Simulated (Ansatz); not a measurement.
# Which site? a vacancy of C in amorphous carbon (160 atoms), part 2 of 3

Aim: make a vacancy of C at several sites of amorphous carbon (160 atoms), relax each, and compare their energies.

Ansatz 0.2.0; Kohn-Sham DFT, PBE, PAW (set soft_2), plane waves.

The cell: 160 C. The quench rate of 500 K/ps far exceeds what a furnace or splat quench reaches. The starting topology of bonds comes from the classical model. Sampling is at Γ alone, for a cell whose shortest periodic width is 12 Å.

So far. Step 2 (Single point at the start): The r.m.s. force at the start is 1.4 eV/Å. Step 3 (Relaxation): The relaxation converged after 20 steps, 24.9 eV below its start, with a largest force component of 0.031 eV/Å.

**4. Single point at the relaxed geometry**

One more single point at the end of the walk gives the fuller output and checks the residual forces.

File input.yaml:

```yaml
crystal:
  lattice:
    - [12.3406, 0.0, 0.0]
    - [0.0, 12.3406, 0.0]
    - [0.0, 0.0, 12.3406]
  atoms:
    - { symbol: C, position: [0.25612, 0.76552, 0.67207] }
    - { symbol: C, position: [0.73334, 0.8819, 0.03196] }
    - { symbol: C, position: [0.73061, 0.933, 0.73273] }
    - { symbol: C, position: [0.63614, 0.98543, 0.69918] }
    - { symbol: C, position: [0.89231, 0.04546, 0.47435] }
    - { symbol: C, position: [0.17703, 0.20123, 0.27504] }
    [... 148 atom lines left out ...]
    - { symbol: C, position: [0.36981, 0.71537, 0.28536] }
    - { symbol: C, position: [0.33849, 0.20829, 0.76863] }
    - { symbol: C, position: [0.29467, 0.33232, 0.60472] }
    - { symbol: C, position: [0.1061, 0.27185, 0.21137] }
    - { symbol: C, position: [0.36476, 0.29478, 0.68911] }
    - { symbol: C, position: [0.6872, 0.89823, 0.47195] }
kpoints:
  mp_grid: { grid: [1, 1, 1] }
hamiltonian:
  xc: pbe
scf:
  occupations: { method: gaussian, width: 0.05 }
output:
  forces: true
  stress: true
  populations: true
  dos:
    method: { smearing: { sigma: 0.15 } }
    de: 0.1
    projected: { site_lists: { C: [C] } }
  eigenvalues: true
  write_density: true
  write_potential: true
  volumetric_format: npy
```

Command:

```
> ansatz run input.yaml --threads 4 --pin off --max-ram 8192MiB --backend cpu --events-out ev --progress --plain --runs-dir out
```

Numbers of over 12 decimals in the logs are rounded to 6 here.

The program printed:

```text
[...]
Crystal: 160 atoms, lattice volume = 1879.355 Å³
Basis set: ecut = 420 eV, 36785 PW (Γ), exchange–correlation on 180×180×180 points (8 copies of the dense FFT grid, shifted against one another)
Bands: 480, of which v1, the nominal top of the filled ones, is band 320 counted from 1 (319 counted from 0)
Symmetry: 1 space group operations
[...]
k-points: 1
[...]
SCF iter   1: F=—  HF=-40017.105297 eV  |F-HF|=—  |Δ(HF+E_count)|=         —  Δρ=1.25e-2  dr2=6.82e0  ethr=1.77e-3  ⟨swp⟩=6.0  Hψ=2122  notcnv=0  defer=111
[...]
SCF iter  12: F=-40016.189322 eV  HF=-40016.189322 eV  |F-HF|=6.35e-9  |Δ(HF+E_count)|=   5.69e-8  Δρ=1.07e-6  dr2=1.74e-8  ethr=1.56e-11  ⟨swp⟩=31.0  Hψ=4639  notcnv=0
SCF 1 converged in 12 iterations: F = -40016.189322 eV  dr2 = 1.74e-8
[...]
WARN: The input density's exchange-correlation potential varies sharply where the density is thin. Do not read a vacuum level from v_tot or v_xc, or from such a field of the output density. On a cell that repeats whose density bears no net charge and no dipole along the vacuum's axis use v_es (v_loc + v_h of the components); [...]
SCF converged after 12 iterations
Free energy (F): -40016.189322 eV
[...]
Internal energy: -40016.187603 eV  (E = F + TS)
E sigma→0 (E₀):  -40016.188463 eV
Entropy (-TS):   -0.001720 eV (-0.011 meV/atom)
Fermi energy:    4.005616 eV
[...]
--- Forces (eV/Å), atoms counted from 1 ---
  atom   1  C     -0.00745448    -0.00043307     0.00418254
  atom   2  C      0.00271351    -0.00434522    -0.00058590
  atom   3  C     -0.00159779     0.00189014    -0.00079273
  atom   4  C      0.00348545    -0.00454014     0.00231275
  atom   5  C     -0.00427086    -0.00191751     0.00219387
  atom   6  C     -0.00012568     0.00023860    -0.00107192
  atom   7  C      0.00380301     0.00039018    -0.00402484
  atom   8  C     -0.00751823    -0.00792578     0.00700664
  atom   9  C     -0.00475867     0.00133570     0.00365071
  atom  10  C      0.00260639    -0.00087724    -0.00531773
  atom  11  C      0.00174464    -0.00773475     0.00804162
  atom  12  C     -0.00166712    -0.00490212     0.00192175
  atom  13  C      0.00214961    -0.00240222    -0.00005864
  atom  14  C     -0.00150563    -0.00631581    -0.00338209
[...]
atom 159  C      0.00115266     0.00173609    -0.00405763
  atom 160  C      0.00014387    -0.00464887     0.00469318
  max |Σ_I F_I| component: 6.53e-5 eV/Å
--- Stress (GPa, compression-positive) ---
       -7.265446       0.534594       1.012001
        0.534593      -8.234649      -1.373929
        1.012001      -1.373929     -10.493559
  P = ⅓ Tr σ = -8.6646 GPa (-86.646 kbar)
--- Band table (eV) ---
[...]
--- Löwdin populations: 160 sites ---
  site symbol       q [e]
     0      C      3.9608
     1      C      3.9749
     2      C      3.9720
[...]
159      C      3.9430
  spilling = 0.009883 (of n_electrons = 640.000000)
```

It took 15 s on 4 threads of AMD EPYC 9R45, shared host; peak memory 2.7 GiB.

The program notes that the exchange-correlation potential is rough where the density is thin.

Numbers from this run:

```yaml
free_energy: -40016.1893 eV
free_energy_per_atom: -250.1012 eV/atom
scf_cycles: 12
pressure: -8.665 GPa
r_m_s_force_component: 0.00592 eV/Å
longest_force: 0.04041 eV/Å
fermi_energy: 4.006 eV
spacing_of_highest_filled_and_lowest_empty_level: 0.1882 eV
spilling_of_the_projection: 0.009883
```

The mean of these charges, 0.040 e, is only the charge that the projection spills.

Löwdin charges by element and coordination (they lack the spilled electrons, 0.040 e an atom on average):

```csv
element,coordination,atoms,mean charge (e),spread,least,most
C,all,160,0.0395,0.0242,-0.0444,0.130
C,2,20,0.0366,0.0275,5.0e-4,0.0783
C,3,130,0.0391,0.0237,-0.0444,0.130
C,4,10,0.0508,0.0186,0.0204,0.0946
```

Density of states as counts of states in windows of 1 eV (from the Fermi level), total and the larger projections:

```csv
from (eV),to (eV),total,C p,C s
-10,-9,31.4,25.3,5.8
-9,-8,39.8,34.7,4.6
-8,-7,49.3,44.9,3.9
-7,-6,52.7,49.3,2.9
-6,-5,45.2,42.6,2.2
-5,-4,44.8,42.6,1.9
-4,-3,37.2,35.7,1.3
-3,-2,42.7,41.0,1.5
-2,-1,36.7,35.4,1.1
-1,0,24.8,23.7,0.9
0,1,22.2,20.9,1.0
1,2,31.0,28.6,1.7
2,3,32.4,29.1,2.2
3,4,32.2,27.8,2.6
4,5,33.0,24.5,3.5
```

Between -20 and -10 eV lie 236 more states.

The levels nearest the highest filled one (over half full), pooled over k-points and spins:

```csv
level less the highest filled one (eV),occupation
-0.443,2
-0.313,2
-0.201,2
-0.137,2
-0.0716,2
0,1.99
0.188,0.007
0.214,0.001
0.337,0
0.375,0
0.437,0
0.579,0
```

Valence density in the ac plane at fractional y = 0.270, with atoms of C within 0.2 Å of it. It is the smooth field of the valence electrons, not physical close to the nuclei.

Ten even steps from '0' (0.0 e/Å³) to '9' (2.3 e/Å³), each cell a mean:
```
88876652100000000000000000000125787
77532222222321000000012210000012566
63100011246752000001257642000001256
21000000135642000001479741000000123
00000000013431000001244310000000000
00000000001343100000010000000000000
00000000001476310000000000000000000
00000000001466310001110000000000000
00133443222343100024542000000000000
12468987532211000036762100000000000
12345664311000000026741000000000001
11111111000000000247731000000000001
31000000000000013578742100000000023
63100000000000135654432100000000147
52000000000000145421111100000000257
21000000000001257521000000000000123
11111111111101377742112210000000011
22344421122211245677666642100000001
13677521244310112467877665321000000
01357532367521001123322357752000000
00125766787642100000000125752000000
00013787544331100000000001221000000
11114873100000000000000000000011221
54557862000000000000000000000135775
```
Columns run along a (12.3 Å), rows up along c (12.3 Å). Atoms in or near the plane, at fractional coordinates: C at (0.56, 0.48), C at (0.19, 0.59), C at (0.29, 0.15), C at (0.93, 0.99), C at (0.17, 0.11), C at (0.75, 0.16), C at (0.04, 0.97), C at (0.46, 0.30), C at (0.55, 0.23), C at (0.31, 0.87), C at (0.15, 0.00), C at (0.58, 0.60), C at (0.11, 0.21).

Electrostatic potential energy in the ac plane at fractional y = 0.270, with atoms of C within 0.2 Å of it. With pseudopotentials it is smooth inside the atoms' cores, unlike the true potential.

Ten even steps from '0' (-57 eV) to '9' (9 eV), each cell a mean:
```
10153258999999999999999999999984015
43588888887789999999998889999998765
58999998861148999999874258999999842
79999999962258999998644468999999976
99999999998788999999767899999999999
99999999999878999999999999999999999
99999999999744799999999999999999999
99999999998611589999899999999999999
99877755888877899985358999999999999
98523300588899999971017999999999999
98756644799999999985458999999999999
99999999999999999852379999999999999
78999999999999987730168999999999987
58999999999999863465688999999999974
78999999999999875689999999999999875
89999999999999854689999999999999987
88999989999999610278898889999999999
88766788887899853542363258999999999
98400488877899988720153147679999999
99622678732589999876788762027999999
99987324610378999999999973138999999
99996102765789999999999998889999999
99987557899999999999999999999998889
64662037999999999999999999999984126
```
Columns run along a (12.3 Å; values clipped at the 3rd and 97th percentile), rows up along c (12.3 Å). Atoms in or near the plane, at fractional coordinates: C at (0.56, 0.48), C at (0.19, 0.59), C at (0.29, 0.15), C at (0.93, 0.99), C at (0.17, 0.11), C at (0.75, 0.16), C at (0.04, 0.97), C at (0.46, 0.30), C at (0.55, 0.23), C at (0.31, 0.87), C at (0.15, 0.00), C at (0.58, 0.60), C at (0.11, 0.21).

The highest filled and lowest empty levels differ by 0.188 eV (at Γ alone); a semilocal functional tends to put such gaps too low. In a disordered cell it changes from sample to sample, and tail or defect levels can set it. Löwdin charges run from -0.04 to +0.13 e, about a mean that is the spilled charge alone. Within 0.4 eV of the Fermi level the largest share is C p (96 % of the projected weight).

**5. Vacancy of C, site C44**

The site has 2 bonded neighbours (C2) at 1.34 Å on average, by cutoffs that count no bonds between two metal atoms or like ions. The change is made in the relaxed cell and the atoms are relaxed again.

File input.yaml:

```yaml
crystal:
  lattice:
    - [12.3406, 0.0, 0.0]
    - [0.0, 12.3406, 0.0]
    - [0.0, 0.0, 12.3406]
  atoms:
    [... atom lines 1 to 40 left out ...]
    - { symbol: C, position: [0.7468, 0.06218, 0.12575] }
    - { symbol: C, position: [0.10021, 0.04127, 0.78924] }
    - { symbol: C, position: [0.66163, 0.30057, 0.8737] }
    - { symbol: C, position: [0.77363, 0.024, 0.92163] }
    - { symbol: C, position: [0.72928, 0.80149, 0.22018] }
    - { symbol: C, position: [0.28521, 0.10146, 0.76274] }
    - { symbol: C, position: [0.28234, 0.75787, 0.31687] }
    [... atom lines 48 to 159 left out ...]
kpoints:
  mp_grid: { grid: [1, 1, 1] }
hamiltonian:
  xc: pbe
scf:
  occupations: { method: gaussian, width: 0.05 }
output:
  forces: true
  eigenvalues: true
relax:
  f_tol: 0.05
  max_steps: 90
```

The program printed:

```text
[...]
Crystal: 159 atoms, lattice volume = 1879.355 Å³
Basis set: ecut = 420 eV, 36785 PW (Γ), exchange–correlation on 180×180×180 points (8 copies of the dense FFT grid, shifted against one another)
Bands: 477, of which v1, the nominal top of the filled ones, is band 318 counted from 1 (317 counted from 0)
Symmetry: 1 space group operations
[...]
k-points: 1
[...]
SCF iter   1: F=—  HF=-39765.105349 eV  |F-HF|=—  |Δ(HF+E_count)|=         —  Δρ=1.26e-2  dr2=6.14e0  ethr=1.77e-3  ⟨swp⟩=6.0  Hψ=2109  notcnv=0  defer=109
[...]
SCF iter   8: F=-39764.212882 eV  HF=-39764.212877 eV  |F-HF|=5.14e-6  |Δ(HF+E_count)|=   2.86e-5  Δρ=4.10e-5  dr2=2.48e-5  ethr=9.83e-9  ⟨swp⟩=21.0  Hψ=3381  notcnv=0
SCF 1 converged in 8 iterations: F = -39764.212882 eV  dr2 = 2.48e-5
[...]
relax step   1: F+E_penalty+E_count = -39764.21288185 eV  Δ(F+E_penalty+E_count) = +0.000e0 eV  max|allowed force component| = 3.508e0 eV/Å  Δτ_max = 0.0000 Å  (8 SCF iters, dr2 threshold 6.25e-5 eV, accepted)
[...]
relax step   2: F+E_penalty+E_count = -39764.94344260 eV  Δ(F+E_penalty+E_count) = -7.306e-1 eV  max|allowed force component| = 2.026e0 eV/Å  Δτ_max = 0.1604 Å  (9 SCF iters, dr2 threshold 1.00e-4 eV, accepted)
[...]
relax step   3: F+E_penalty+E_count = -39765.18080568 eV  Δ(F+E_penalty+E_count) = -2.374e-1 eV  max|allowed force component| = 9.145e-1 eV/Å  Δτ_max = 0.1477 Å  (9 SCF iters, dr2 threshold 1.00e-4 eV, accepted)
relax step   4: F+E_penalty+E_count = -39765.24534115 eV  Δ(F+E_penalty+E_count) = -6.454e-2 eV  max|allowed force component| = 5.784e-1 eV/Å  Δτ_max = 0.0424 Å  (7 SCF iters, dr2 threshold 1.00e-4 eV, accepted)
relax step   5: F+E_penalty+E_count = -39765.30181154 eV  Δ(F+E_penalty+E_count) = -5.647e-2 eV  max|allowed force component| = 6.211e-1 eV/Å  Δτ_max = 0.0489 Å  (7 SCF iters, dr2 threshold 6.81e-5 eV, accepted)
relax step   6: F+E_penalty+E_count = -39765.51394843 eV  Δ(F+E_penalty+E_count) = -2.121e-1 eV  max|allowed force component| = 6.395e-1 eV/Å  Δτ_max = 0.1936 Å  (8 SCF iters, dr2 threshold 1.00e-4 eV, accepted)
relax step   7: F+E_penalty+E_count = -39765.51128406 eV  Δ(F+E_penalty+E_count) = +2.664e-3 eV  max|allowed force component| = 9.243e-1 eV/Å  Δτ_max = 0.1493 Å  (8 SCF iters, dr2 threshold 1.00e-4 eV, rejected (line search))
relax step   8: F+E_penalty+E_count = -39765.60521360 eV  Δ(F+E_penalty+E_count) = -9.127e-2 eV  max|allowed force component| = 1.519e-1 eV/Å  Δτ_max = 0.0727 Å  (12 SCF iters, accepted)
relax step   9: F+E_penalty+E_count = -39765.60847613 eV  Δ(F+E_penalty+E_count) = -3.263e-3 eV  max|allowed force component| = 1.623e-1 eV/Å  Δτ_max = 0.0257 Å  (12 SCF iters, accepted)
relax step  10: F+E_penalty+E_count = -39765.61155928 eV  Δ(F+E_penalty+E_count) = -3.083e-3 eV  max|allowed force component| = 1.911e-1 eV/Å  Δτ_max = 0.0066 Å  (10 SCF iters, accepted)
relax step  11: F+E_penalty+E_count = -39765.61236523 eV  Δ(F+E_penalty+E_count) = -8.059e-4 eV  max|allowed force component| = 1.230e-1 eV/Å  Δτ_max = 0.0088 Å  (6 SCF iters, dr2 threshold 3.65e-5 eV, accepted)
relax step  12: F+E_penalty+E_count = -39765.61330192 eV  Δ(F+E_penalty+E_count) = -9.367e-4 eV  max|allowed force component| = 3.071e-2 eV/Å  Δτ_max = 0.0038 Å  (6 SCF iters, dr2 threshold 6.26e-6 eV, accepted)
[...]
relax step  13: F+E_penalty+E_count = -39765.61330246 eV  Δ(F+E_penalty+E_count) = -5.448e-7 eV  max|allowed force component| = 3.041e-2 eV/Å  Δτ_max = 0.0000 Å  (5 SCF iters, accepted)
SCF converged after 5 iterations
Free energy (F): -39765.613302 eV
[...]
Internal energy: -39765.612454 eV  (E = F + TS)
E sigma→0 (E₀):  -39765.612878 eV
Entropy (-TS):   -0.000849 eV (-0.005 meV/atom)
Fermi energy:    3.920387 eV
[...]
--- Forces (eV/Å), atoms counted from 1 ---
  atom   1  C      0.00156731     0.00028412     0.00087183
  atom   2  C      0.00654907     0.00564193    -0.00225598
  atom   3  C     -0.00146004     0.00178262    -0.00038094
  atom   4  C      0.00293046     0.00061797     0.00099693
  atom   5  C     -0.00495671    -0.00061851    -0.00026396
  atom   6  C     -0.00134089     0.00101703    -0.00100183
  atom   7  C     -0.00208683     0.00103733     0.00065860
  atom   8  C      0.00238450    -0.00058642    -0.00293545
  atom   9  C      0.00042630     0.00177111     0.00008552
  atom  10  C     -0.00041648    -0.00013871    -0.00075270
  atom  11  C      0.00157042    -0.00645071     0.00229731
  atom  12  C      0.00047847    -0.00332392    -0.00478451
  atom  13  C      0.00389994     0.00084993     0.00067643
  atom  14  C     -0.00202925     0.00182871    -0.00240660
[...]
atom 158  C      0.00090274     0.00129309    -0.00083567
  atom 159  C      0.00048792     0.00003577    -0.00021671
  max |Σ_I F_I| component: 5.95e-5 eV/Å
--- Band table (eV) ---
[...]
--- Relaxed structure (13 steps of the walk, 12 accepted, 0 SCFs on fresh bases) ---
  F+E_penalty+E_count = -39765.61330246 eV   max|allowed force component| = 3.041e-2 eV/Å
  atoms:
    - { symbol: C, position: [0.257654, 0.763150, 0.669341] }
    - { symbol: C, position: [0.724324, 0.884680, 0.039456] }
    - { symbol: C, position: [0.731674, 0.933605, 0.740568] }
    - { symbol: C, position: [0.637855, 0.985454, 0.705131] }
[...]
- { symbol: C, position: [0.690200, 0.896223, 0.476414] }
```

The job ended after 2 min (4 threads; peak memory 2.7 GiB; 7.6 min of CPU time).

The relaxation converged after 13 steps, 1.40 eV below its start, with a largest force component of 0.030 eV/Å.

The surroundings of the place of the removed atom, after relaxation: 12 atoms, nearest first, with positions taken from that point. Atoms keep their numbers of the cell before the removal, where the removed atom was number 44.

```csv
atom,x,y,z,distance (Å),bonds
C107,0.33,-0.12,-0.82,0.89,3
C15,-0.58,0.64,0.36,0.94,3
C89,1.12,-1.30,-0.94,1.95,3
C149,-0.46,0.70,1.91,2.08,3
C87,-1.75,1.22,-0.15,2.14,3
C71,0.24,0.58,-2.14,2.23,3
C56,1.84,-1.81,0.28,2.59,3
C11,-0.20,-0.46,2.64,2.69,3
C119,-2.13,0.76,-1.56,2.75,4
C129,-1.02,0.90,-2.48,2.83,3
C77,0.92,-2.39,1.26,2.85,3
C105,0.22,-1.82,2.26,2.91,3
```

The column of bonds counts only the pairs C-C within 1.85 Å; other neighbours, such as metal atoms beside each other in a compound, aren't counted, and periodic images can show an atom twice.

The largest move is 0.49 Å, by C107.

**6. Vacancy of C, site C81**

The site has 4 bonded neighbours (C4) at 1.64 Å on average. 

Input and log are left out; they have the form of those shown for this kind of step.

Elapsed: 5.1 min, on 4 threads of AMD EPYC 9R45, shared host; peak memory 2.8 GiB; 20 min of CPU time.

The relaxation converged after 34 steps, 4.92 eV below its start, with a largest force component of 0.025 eV/Å.

The surroundings of the place of the removed atom, after relaxation: 15 atoms, nearest first, with positions taken from that point. Atoms keep their numbers of the cell before the removal, where the removed atom was number 81.

```csv
atom,x,y,z,distance (Å),bonds
C1,0.27,-1.49,-0.98,1.81,3
C152,0.49,-0.43,-1.89,2.00,3
C133,-1.83,0.18,1.05,2.11,3
C53,1.39,1.75,1.09,2.49,2
C95,-1.03,-2.35,-0.93,2.73,3
C103,-2.70,-0.59,0.02,2.76,3
C90,1.38,-2.40,-0.39,2.79,3
C120,-1.61,-0.53,2.23,2.80,2
C47,0.40,2.63,1.07,2.87,3
C111,2.23,-0.22,1.80,2.88,2
C42,-1.91,1.69,1.43,2.92,3
C127,-0.22,0.42,-2.95,2.99,4
C97,1.80,-1.48,1.95,3.04,3
C36,2.56,1.04,1.43,3.11,3
C16,-2.41,-1.97,-0.59,3.17,3
```

The column of bonds counts only the pairs C-C within 1.85 Å; other neighbours, such as metal atoms beside each other in a compound, aren't counted, and periodic images can show an atom twice.

The largest move is 0.94 Å, by C140.

**7. Vacancy of C, site C102**

The site has 3 bonded neighbours (C3) at 1.48 Å on average. 

Input and log are left out; they have the form of those shown for this kind of step.

It took 3.3 min on 4 threads of AMD EPYC 9R45, shared host; peak memory 2.7 GiB; 13 min of CPU time.

The relaxation converged after 20 steps, 4.70 eV below its start, with a largest force component of 0.026 eV/Å.

[end of part 2 of 3]

[Logs are printed without paths, hosts, clocks, repeated set-up lines and the standing remarks that a program may print on its own settings, such as how far it seeks lower states.]

[Hosts, paths, dates, database ids (printed as entryN), source tags and the programs' standing remarks are cut or masked in the printed files.]
